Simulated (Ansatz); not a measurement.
# Sensitivity of the G0W0 gap of ZnSe (Stilleite)

Aim: change settings of a G0W0 run on ZnSe (Stilleite) and see what moves.

Program: Ansatz 0.2.0. Level of theory: G0W0 on PBE, plane waves, PAW; PAW set soft_1. Results are calculated unless marked as measured.

### 1. Set-up

Symmetry: F-43m, No. 216, cubic system. The conventional cell has a = 5.668 Å, b = 5.668 Å, c = 5.668 Å, α = 90.00°, β = 90.00°, γ = 90.00°. Nearest to Zn lie 4 Se at 2.45 Å. Nearest to Se lie 4 Zn at 2.45 Å. Farther neighbours and most contacts between anions are not listed.

The cell and positions come from the Crystallography Open Database and are kept as given unless a step says otherwise.

### 2. The base run: 4×4×4 mesh, 103 empty bands, screening to 100 eV, PAW set soft_1 files

G0W0 replaces the xc potential by the self-energy, built once from these orbitals. Only a window of levels is corrected, while the sums run over the empty bands that the input names. This step takes PAW set soft_1 files.

The input, input.yaml:

```yaml
crystal:
  lattice:
    - [0.0, 2.8338, 2.8338]
    - [2.8338, 0.0, 2.8338]
    - [2.8338, 2.8338, 0.0]
  atoms:
    - { symbol: Zn, position: [0.0, 0.0, 0.0] }
    - { symbol: Se, position: [0.25, 0.25, 0.25] }
kpoints:
  mp_grid: { grid: [4, 4, 4] }
hamiltonian:
  xc: pbe
  pseudopotentials: { kind: paw, azcp: { folder: soft_1 } }
scf:
  occupations: { method: fixed }
gw:
  n_empty_bands: 103
  ecut_chi: 100
  qp_bands: [v2, c2]
  qp_kpoints: band_edges
  screening: { model: contour_deformation }
```

The run is started by

```bash
$ ansatz run input.yaml --threads 3 --pin off --max-ram 92160MiB --backend cuda --events-out ev --progress --plain --runs-dir out --devices 1 --max-vram 13GiB
```

Numbers of over 12 decimals in the logs are rounded to 6 here.

The program printed:

```text
GPUs: using 1 of 1 available (devices: 1).
Engine: ansatz 0.2.0, x86_64-unknown-linux-gnu
Pseudopotentials: kind: paw
Pseudopotential: Zn, paw, valence charge 12, recommended cutoff 420 eV (normal), soft_1/Zn.paw.azcp
Pseudopotential: Se, paw, valence charge 16, recommended cutoff 420 eV (normal), soft_1/Se.paw.azcp
Functional definition: PBE
  parameter kappa = 0.804
  parameter beta = 0.066725
  exchange = pbe_x(kappa = kappa, mu = beta*pi^2/3)
  correlation = pbe_c(beta = beta)
device memory: the entry about to start is reckoned to put 0.8 GiB on a device that reports 45.3 GiB free (of which the cap on the GPU budget leaves the run 13.0 GiB)
GPU FFT provider: cuFFT
GPU libraries: cuBLAS 13.8.2, cuFFT 12.4.0, cuSOLVER 12.3.4
Crystal: 2 atoms, lattice volume = 45.513 Å³
Basis set: ecut = 420 eV, 893 PW (Γ)
Bands: 18, of which v1, the nominal top of the filled ones, is band 14 counted from 1 (13 counted from 0)
Symmetry: 24 space group operations
Space group: F-43m (ITA 216), of the structure as read, at distance tolerance 3.6e-5 Å
k-points: 8 of 64 (time reversal used)
Non-local potential: Zn, projectors of the file, l = 0: 2, l = 1: 2, l = 2: 3, l = 3: 1
Non-local potential: Se, projectors of the file, l = 0: 2, l = 1: 2, l = 2: 3, l = 3: 1
PAW form: soft (Blöchl's): semilocal exchange-correlation on the pseudo side does not see the compensation charge
PAW one-centre angular grid: Zn, 590 points (default); XC on 64 Gauss nodes
PAW one-centre angular grid: Se, 590 points (default); XC on 64 Gauss nodes
Initial density: superposition of atomic densities (chi_scale 0.1, normalization cell, long waves kept (reshape's long-wave potential 0.00 eV rms))
Initial wavefunctions: pseudopotential atomic-orbital guess
GPU buffer pool allocated for 19683 grid points (all kernels)
GPU transforms: local potential and band sums: pruned to the plane-wave sphere, on 25×27×27
Functional: x = pbe(κ = 0.804, μ = 0.219515), c = pbe(β = 0.066725)
SCF iter   1: F=—  HF=-8789.797132 eV  |F-HF|=—  |Δ(HF+E_count)|=         —  Δρ=6.17e-2  dr2=1.04e0  ethr=3.10e-3  ⟨swp⟩=4.5  Hψ=693  notcnv=0  defer=9
preconditioner: auto → none  [insulator: Δε(μ)=1.156 eV  Ē_g=12.737 eV  n_scr=14 (ndim 8)  ℏωp=23.4 eV  f_vac=0.060  ε∞_Penn≈4.4]
SCF iter   2: F=—  HF=-8789.559638 eV  |F-HF|=—  |Δ(HF+E_count)|=   2.37e-1  Δρ=2.53e-2  dr2=1.92e-1  ethr=3.10e-3  ⟨swp⟩=2.9  Hψ=316  notcnv=0  defer=12
SCF iter   3: F=—  HF=-8789.476228 eV  |F-HF|=—  |Δ(HF+E_count)|=   8.34e-2  Δρ=1.25e-2  dr2=3.75e-2  ethr=6.85e-4  ⟨swp⟩=2.0  Hψ=294  notcnv=0  defer=10
SCF iter   4: F=—  HF=-8789.470631 eV  |F-HF|=—  |Δ(HF+E_count)|=   5.60e-3  Δρ=2.66e-3  dr2=1.87e-3  ethr=1.34e-4  ⟨swp⟩=2.1  Hψ=295  notcnv=0  defer=11
[...]
Fermi energy:    6.571547 eV
--- Per-component energies (eV) ---
  E_band       = -387.255272
  E_kinetic    = 258.605262
  E_local      = -4841.105883  (includes V_loc(G=0)·N_el)
  E_nonlocal   = 466.100587
  E_hartree    = 2239.727035
  E_xc         = -163.617565
  E_vxc        = -141.509393  (∫ρ·V_xc dr)
  E_paw        = -4028.237027  (= ΣΔE_a)
  E_vpaw       = -608.804415  (= ΣTr[D̂ρ^β])
  E_aug_tail   = -0.000658  (compensation charges beyond the density's cutoff)
  E_ewald      = -2720.942845
  E_smearing   = -0.000000  (= −TS)
  E_closure    = -0.000000  (closes the sum)
  Σ components = -8789.471094   (vs F -8789.471094, Δ=0.00e0)
--- Band table (eV; the first three rows and the last of 8) ---
  k-point 0: bands = [... 10 lower, 0.3688, 6.5715, 6.5715, 6.5715, 7.8437, 12.3580, 12.3580, 12.3580]
  k-point 1: bands = [... 10 lower, 0.3689, 3.5166, 6.0928, 6.0928, 9.3014, 12.9914, 12.9914, 13.1239]
  k-point 2: bands = [... 10 lower, 0.5286, 1.3321, 5.7003, 5.7003, 9.0970, 12.9407, 12.9407, 15.1300]
  k-point 7: bands = [... 10 lower, 0.6704, 1.8718, 3.8029, 3.9014, 12.0424, 12.1048, 13.5197, 14.2738]
--- G₀W₀: contour deformation, 7 samples at zero and on the imaginary axis and 2 off it, 64 q-points, 103 empty bands' worth ---
  eigenvalues of the whole cell's RPA ε∞ on this k-mesh (on a slab, of 1 + 4πα/V) = 13.6603, 13.6603, 13.6603; static W/v taken at q = 0 is 0.073205
  gw.qp_kpoints: band_edges: 7 of 8 stored k-points solved, in 1 pass; an edge of the gap read off the rows below is read off those points alone
    valence top: of the k-points left out ik 5 came nearest to being solved in a further pass, in band 14 (counted from 1, as in the quasiparticle table): it holds the edge there only if its correction is more favourable than any solved in that band by at least 0.913 eV; those differ by 0.094 eV
    conduction bottom: of the k-points left out ik 5 came nearest to being solved in a further pass, in band 15 (counted from 1, as in the quasiparticle table): it holds the edge there only if its correction is more favourable than any solved in that band by at least 2.429 eV; those differ by 0.423 eV
    ik  band        ε_KS         Σx   Σc(E_QP)       V_xc       Z   E_QP_lin       E_QP  E_QP is
     0    13      6.5715   -21.9636     2.4428   -18.8638  0.7525     5.8972     5.9146  root
     0    14      6.5715   -21.9636     2.4428   -18.8638  0.7525     5.8972     5.9146  root
     0    15      7.8437    -9.5176    -3.9298   -13.8337  0.7765     8.2346     8.2299  root
     0    16     12.3580    -6.9147    -4.4532   -11.6435  0.7612    12.6362    12.6335  root
     1    13      6.0928   -21.0947     2.4820   -17.9308  0.7501     5.3914     5.4109  root
     1    14      6.0928   -21.0947     2.4820   -17.9308  0.7501     5.3914     5.4109  root
     1    15      9.3014    -8.9730    -4.0663   -13.4090  0.7717     9.6756     9.6712  root
     1    16     12.9914    -7.1678    -4.5731   -12.0171  0.7544    13.2702    13.2677  root
[...]
7    13      3.8029   -20.3803     3.2830   -16.2508  0.7261     2.9146     2.9564  root
     7    14      3.9014   -16.7546     2.6220   -13.3882  0.7318     3.1279     3.1569  root
     7    15     12.0424    -8.0674    -3.9883   -12.1054  0.7645    12.0922    12.0921  root
     7    16     12.1048   -10.1055    -4.7342   -15.4024  0.7432    12.6814    12.6676  root
[key lines of the parts left out:]
SCF converged after 8 iterations
Free energy (F): -8789.471094 eV
```

Wall time 11 s (1 × NVIDIA H100 80GB HBM3 (shared by 6 runs) with 3 threads of AMD EPYC 7R13 (Zen 3), shared host); peak memory 1 GiB; 11 s of CPU time.

This step gave:

```
bands summed                                 : 117
RPA ε∞ on this mesh (eigenvalues)            : 13.66, 13.66, 13.66
plane waves in the screening matrix          : 113
q-points in the mesh                         : 64
G0W0 gap on the mesh                         : 2.315 eV
k of the valence top                         : 0, 0, 0
k of the conduction bottom                   : 0, 0, 0
starting gap on the mesh                     : 1.272 eV
Z at the valence top                         : 0.7525
Z at the conduction bottom                   : 0.7765
least direct G0W0 gap on the computed points : 2.315 eV
```

The gap on the mesh goes from 1.27 eV to 2.32 eV, a correction of +1.04 eV. Between the two edge states, bare exchange in place of the xc potential would open the gap by 7.42 eV, and correlation takes back 6.37 eV.

### 3. Variant: wider window of levels

Edit input.yaml of step 2 so:

```diff
@@ -18,4 +18,4 @@
   ecut_chi: 100
-  qp_bands: [v2, c2]
-  qp_kpoints: band_edges
+  qp_bands: [v6, c6]
+  qp_kpoints: [[0, 0, 0]]
   screening: { model: contour_deformation }
```

The program printed:

```text
GPUs: using 1 of 1 available (devices: 1).
[...]
GPU FFT provider: cuFFT
GPU libraries: cuBLAS 13.8.2, cuFFT 12.4.0, cuSOLVER 12.3.4
Crystal: 2 atoms, lattice volume = 45.513 Å³
Basis set: ecut = 420 eV, 893 PW (Γ)
Bands: 18, of which v1, the nominal top of the filled ones, is band 14 counted from 1 (13 counted from 0)
[... 1 set-up line as in the run before ...]
[...]
k-points: 8 of 64 (time reversal used)
[...]
GPU buffer pool allocated for 19683 grid points (all kernels)
[...]
SCF iter   1: F=—  HF=-8789.797132 eV  |F-HF|=—  |Δ(HF+E_count)|=         —  Δρ=6.17e-2  dr2=1.04e0  ethr=3.10e-3  ⟨swp⟩=4.5  Hψ=693  notcnv=0  defer=9
[...]
SCF iter   8: F=-8789.471094 eV  HF=-8789.471094 eV  |F-HF|=2.26e-8  |Δ(HF+E_count)|=   6.91e-8  Δρ=1.13e-5  dr2=3.16e-8  ethr=3.57e-10  ⟨swp⟩=5.0  Hψ=629  notcnv=0
SCF 1 converged in 8 iterations: F = -8789.471094 eV  dr2 = 3.16e-8
[...]
0     9      0.0012   -48.2111     9.3862   -37.0235  0.6723    -1.8092    -1.8001  root
     0    10      0.3688   -51.0145     9.6456   -39.4456  0.6795    -1.5559    -1.5545  root
     0    11      0.3688   -51.0145     9.6456   -39.4456  0.6795    -1.5559    -1.5545  root
     0    12      6.5715   -21.9636     2.4428   -18.8638  0.7525     5.8972     5.9146  root
     0    13      6.5715   -21.9636     2.4428   -18.8638  0.7525     5.8972     5.9146  root
     0    14      6.5715   -21.9636     2.4428   -18.8638  0.7525     5.8972     5.9146  root
     0    15      7.8437    -9.5176    -3.9298   -13.8337  0.7765     8.2346     8.2299  root
     0    16     12.3580    -6.9147    -4.4532   -11.6435  0.7612    12.6362    12.6335  root
     0    17     12.3580    -6.9147    -4.4532   -11.6435  0.7612    12.6362    12.6335  root
     0    18     12.3580    -6.9147    -4.4532   -11.6435  0.7612    12.6362    12.6335  root
     0    19     16.4694    -4.2843    -5.5216    -9.8660  0.7304    16.5296    16.5296  root
     0    20     18.0424    -7.6786    -5.0875   -13.0233  0.7526    18.3021    18.2997  root
[key lines of the parts left out:]
SCF converged after 8 iterations
Free energy (F): -8789.471094 eV
Fermi energy:    6.571547 eV
```

Elapsed: 8.9 s, on 1 × NVIDIA H100 80GB HBM3 (shared by 6 runs) with 3 threads; peak memory 1 GiB.

Absolute levels on the run's own zero. QP, by row:

```
k index  band  KS (eV)  Sigma_x (eV)  Sigma_c (eV)  Vxc (eV)       Z  QP linearised (eV)  QP (eV)  source  doubts
      0     9   0.0012        -48.21         9.386    -37.02  0.6723              -1.809     -1.8    root        
      0    10   0.3688        -51.01         9.646    -39.45  0.6795              -1.556   -1.554    root        
      0    11   0.3688        -51.01         9.646    -39.45  0.6795              -1.556   -1.554    root        
      0    12    6.572        -21.96         2.443    -18.86  0.7525               5.897    5.915    root        
      0    13    6.572        -21.96         2.443    -18.86  0.7525               5.897    5.915    root        
      0    14    6.572        -21.96         2.443    -18.86  0.7525               5.897    5.915    root        
      0    15    7.844        -9.518         -3.93    -13.83  0.7765               8.235     8.23    root        
      0    16    12.36        -6.915        -4.453    -11.64  0.7612               12.64    12.63    root        
      0    17    12.36        -6.915        -4.453    -11.64  0.7612               12.64    12.63    root        
      0    18    12.36        -6.915        -4.453    -11.64  0.7612               12.64    12.63    root        
      0    19    16.47        -4.284        -5.522    -9.866  0.7304               16.53    16.53    root        
      0    20    18.04        -7.679        -5.088    -13.02  0.7526                18.3     18.3    root
```

Against the base:

```csv
setting,base,variant
levels asked,v2 to c2,v6 to c6
points asked,band edges,"[[0, 0, 0]]"
```

### 4. Variant: all filled levels at the zone centre

Edit input.yaml of step 3 so:

```diff
@@ -18,3 +18,3 @@
   ecut_chi: 100
-  qp_bands: [v6, c6]
+  qp_bands: [lowest, c2]
   qp_kpoints: [[0, 0, 0]]
```

The program printed:

```text
GPUs: using 1 of 1 available (devices: 1).
[...]
GPU FFT provider: cuFFT
GPU libraries: cuBLAS 13.8.2, cuFFT 12.4.0, cuSOLVER 12.3.4
Crystal: 2 atoms, lattice volume = 45.513 Å³
Basis set: ecut = 420 eV, 893 PW (Γ)
Bands: 18, of which v1, the nominal top of the filled ones, is band 14 counted from 1 (13 counted from 0)
[... 1 set-up line as in the run before ...]
[...]
k-points: 8 of 64 (time reversal used)
[...]
GPU buffer pool allocated for 19683 grid points (all kernels)
[...]
SCF iter   1: F=—  HF=-8789.797132 eV  |F-HF|=—  |Δ(HF+E_count)|=         —  Δρ=6.17e-2  dr2=1.04e0  ethr=3.10e-3  ⟨swp⟩=4.5  Hψ=693  notcnv=0  defer=9
[...]
SCF iter   8: F=-8789.471094 eV  HF=-8789.471094 eV  |F-HF|=2.26e-8  |Δ(HF+E_count)|=   6.91e-8  Δρ=1.13e-5  dr2=3.16e-8  ethr=3.57e-10  ⟨swp⟩=5.0  Hψ=629  notcnv=0
SCF 1 converged in 8 iterations: F = -8789.471094 eV  dr2 = 3.16e-8
[...]
0     4    -40.2458   -72.7540    13.3373   -54.7308  0.6582   -45.4621   -44.9316  root ?
     0     5    -40.2458   -72.7540    13.3373   -54.7308  0.6582   -45.4621   -44.9316  root ?
     0     6     -6.6924   -23.3959     7.1245   -15.8381  0.6316    -7.1353    -7.1257  root
     0     7      0.0012   -48.2111     9.3862   -37.0235  0.6723    -1.8092    -1.8001  root
     0     8      0.0012   -48.2111     9.3862   -37.0235  0.6723    -1.8092    -1.8001  root
     0     9      0.0012   -48.2111     9.3862   -37.0235  0.6723    -1.8092    -1.8001  root
     0    10      0.3688   -51.0145     9.6456   -39.4456  0.6795    -1.5559    -1.5545  root
     0    11      0.3688   -51.0145     9.6456   -39.4456  0.6795    -1.5559    -1.5545  root
     0    12      6.5715   -21.9636     2.4428   -18.8638  0.7525     5.8972     5.9146  root
     0    13      6.5715   -21.9636     2.4428   -18.8638  0.7525     5.8972     5.9146  root
     0    14      6.5715   -21.9636     2.4428   -18.8638  0.7525     5.8972     5.9146  root
     0    15      7.8437    -9.5176    -3.9298   -13.8337  0.7765     8.2346     8.2299  root
     0    16     12.3580    -6.9147    -4.4532   -11.6435  0.7612    12.6362    12.6335  root
[key lines of the parts left out:]
SCF converged after 8 iterations
Free energy (F): -8789.471094 eV
Fermi energy:    6.571547 eV
```

It took 8.5 s on 1 × NVIDIA H100 80GB HBM3 (shared by 6 runs) with 3 threads; peak memory 1 GiB.

Absolute levels on the run's own zero. QP, by row:

```csv
k index,band,KS (eV),Sigma_x (eV),Sigma_c (eV),Vxc (eV),Z,QP linearised (eV),QP (eV),source,doubts
0,1,-40.25,-72.75,13.34,-54.72,0.6584,-45.47,-44.94,root,energies_apart
0,2,-40.25,-72.75,13.34,-54.72,0.6584,-45.47,-44.94,root,energies_apart
0,3,-40.25,-72.75,13.34,-54.72,0.6584,-45.47,-44.94,root,energies_apart
0,4,-40.25,-72.75,13.34,-54.73,0.6582,-45.46,-44.93,root,energies_apart
0,5,-40.25,-72.75,13.34,-54.73,0.6582,-45.46,-44.93,root,energies_apart
0,6,-6.692,-23.4,7.125,-15.84,0.6316,-7.135,-7.126,root,
0,7,0.0012,-48.21,9.386,-37.02,0.6723,-1.809,-1.8,root,
0,8,0.0012,-48.21,9.386,-37.02,0.6723,-1.809,-1.8,root,
0,9,0.0012,-48.21,9.386,-37.02,0.6723,-1.809,-1.8,root,
0,10,0.3688,-51.01,9.646,-39.45,0.6795,-1.556,-1.554,root,
0,11,0.3688,-51.01,9.646,-39.45,0.6795,-1.556,-1.554,root,
0,12,6.572,-21.96,2.443,-18.86,0.7525,5.897,5.915,root,
0,13,6.572,-21.96,2.443,-18.86,0.7525,5.897,5.915,root,
0,14,6.572,-21.96,2.443,-18.86,0.7525,5.897,5.915,root,
0,15,7.844,-9.518,-3.93,-13.83,0.7765,8.235,8.23,root,
0,16,12.36,-6.915,-4.453,-11.64,0.7612,12.64,12.63,root,
```

Against the base:

```
     setting        base       variant
levels asked    v2 to c2  lowest to c2
points asked  band edges   [[0, 0, 0]]
```

### 5. Variant: accuracy level

Edit input.yaml of step 4 so:

```diff
@@ -18,4 +18,5 @@
   ecut_chi: 100
-  qp_bands: [lowest, c2]
-  qp_kpoints: [[0, 0, 0]]
+  qp_bands: [v2, c2]
+  qp_kpoints: band_edges
   screening: { model: contour_deformation }
+accuracy: low
```

The program printed:

```text
settings of this run that can trade accuracy for cost: accuracy: low. Do not mix this run's numbers with those of runs without the same settings; the input reference describes each key
GPUs: using 1 of 1 available (devices: 1).
[...]
GPU FFT provider: cuFFT
GPU libraries: cuBLAS 13.8.2, cuFFT 12.4.0, cuSOLVER 12.3.4
Crystal: 2 atoms, lattice volume = 45.513 Å³
Basis set: ecut = 420 eV, 893 PW (Γ)
Bands: 18, of which v1, the nominal top of the filled ones, is band 14 counted from 1 (13 counted from 0)
[... 1 set-up line as in the run before ...]
[...]
k-points: 8 of 64 (time reversal used)
[...]
GPU buffer pool allocated for 19683 grid points (all kernels)
[...]
SCF iter   1: F=—  HF=-8789.797132 eV  |F-HF|=—  |Δ(HF+E_count)|=         —  Δρ=6.17e-2  dr2=1.04e0  ethr=3.10e-3  ⟨swp⟩=4.5  Hψ=693  notcnv=0  defer=9
[...]
0    13      6.5715   -21.9636     2.4434   -18.8638  0.7526     5.8972     5.9152  root
     0    14      6.5715   -21.9636     2.4434   -18.8638  0.7526     5.8972     5.9152  root
     0    15      7.8437    -9.5176    -3.9299   -13.8337  0.7766     8.2347     8.2298  root
     0    16     12.3580    -6.9147    -4.4529   -11.6435  0.7615    12.6365    12.6338  root
     1    13      6.0928   -21.0947     2.4829   -17.9308  0.7501     5.3915     5.4118  root
     1    14      6.0928   -21.0947     2.4829   -17.9308  0.7501     5.3915     5.4118  root
     1    15      9.3014    -8.9730    -4.0662   -13.4090  0.7718     9.6758     9.6713  root
     1    16     12.9914    -7.1678    -4.5727   -12.0171  0.7549    13.2708    13.2681  root
[...]
7    13      3.8029   -20.3803     3.2853   -16.2508  0.7261     2.9146     2.9587  root
     7    14      3.9014   -16.7546     2.6230   -13.3882  0.7318     3.1280     3.1580  root
     7    15     12.0424    -8.0674    -3.9880   -12.1054  0.7647    12.0925    12.0924  root
     7    16     12.1048   -10.1055    -4.7344   -15.4024  0.7433    12.6818    12.6674  root
[key lines of the parts left out:]
SCF converged after 8 iterations
Free energy (F): -8789.471094 eV
Fermi energy:    6.571547 eV
```

Run time: 8.7 s. Hardware: 1 × NVIDIA H100 80GB HBM3 (shared by 6 runs) with 3 threads; peak memory 1 GiB; 11 s of CPU time.

The G0W0 gap on the mesh is 2.315 eV.

Against the base:

```csv
setting,base,variant
accuracy,-,low
```

```
                                    quantity  variant   base
                    starting gap on the mesh    1.272  1.272
                        G0W0 gap on the mesh    2.315  2.315
least direct G0W0 gap on the computed points    2.315  2.315
                        Z at the valence top    0.753  0.753
                  Z at the conduction bottom    0.777  0.777
```

### 6. What came out

```
base                                 : 2.32 eV, 11 s
wider window of levels               : direct gap at the listed points 2.32 eV, 8.9 s
all filled levels at the zone centre : direct gap at the listed points 2.32 eV, 8.5 s
accuracy level                       : 2.31 eV, 8.7 s
```

In words: Wider window of levels: only the listed points were computed; the least direct gap there is 2.32 eV, with levels asked and points asked changed against the base. All filled levels at the zone centre: only the listed points were computed; the least direct gap there is 2.32 eV, with levels asked and points asked changed against the base. Accuracy level: the gap moves by −0.001 eV. All runs here use a coarse mesh and modest cutoffs; they test settings and are not final values. The 4×4×4 mesh is coarse for this cell (its supercell is 16 Å along the shortest edge). The RPA ε∞ on it, from the PBE start, is 13.66; such meshes misread the long-range screening, most where the gap is narrow. The many-body steps are scalar-relativistic: spin-orbit coupling is not in them.

[Paths, hosts, dates, memory and timing lines, banners, echoed tables and standing remarks are left out of the program output.]

[Logs are printed without paths, hosts, clocks, repeated set-up lines and the standing remarks that a program may print on its own settings, such as how far it seeks lower states.]

[Runs of the session that timed out or met a known fault of the program may be left out.]

[Cells called generated may have been cut or substituted from an entry of the Crystallography Open Database or the Materials Project.]

[Hosts, paths, dates, database ids (printed as entryN), source tags and the programs' standing remarks are cut or masked in the printed files.]
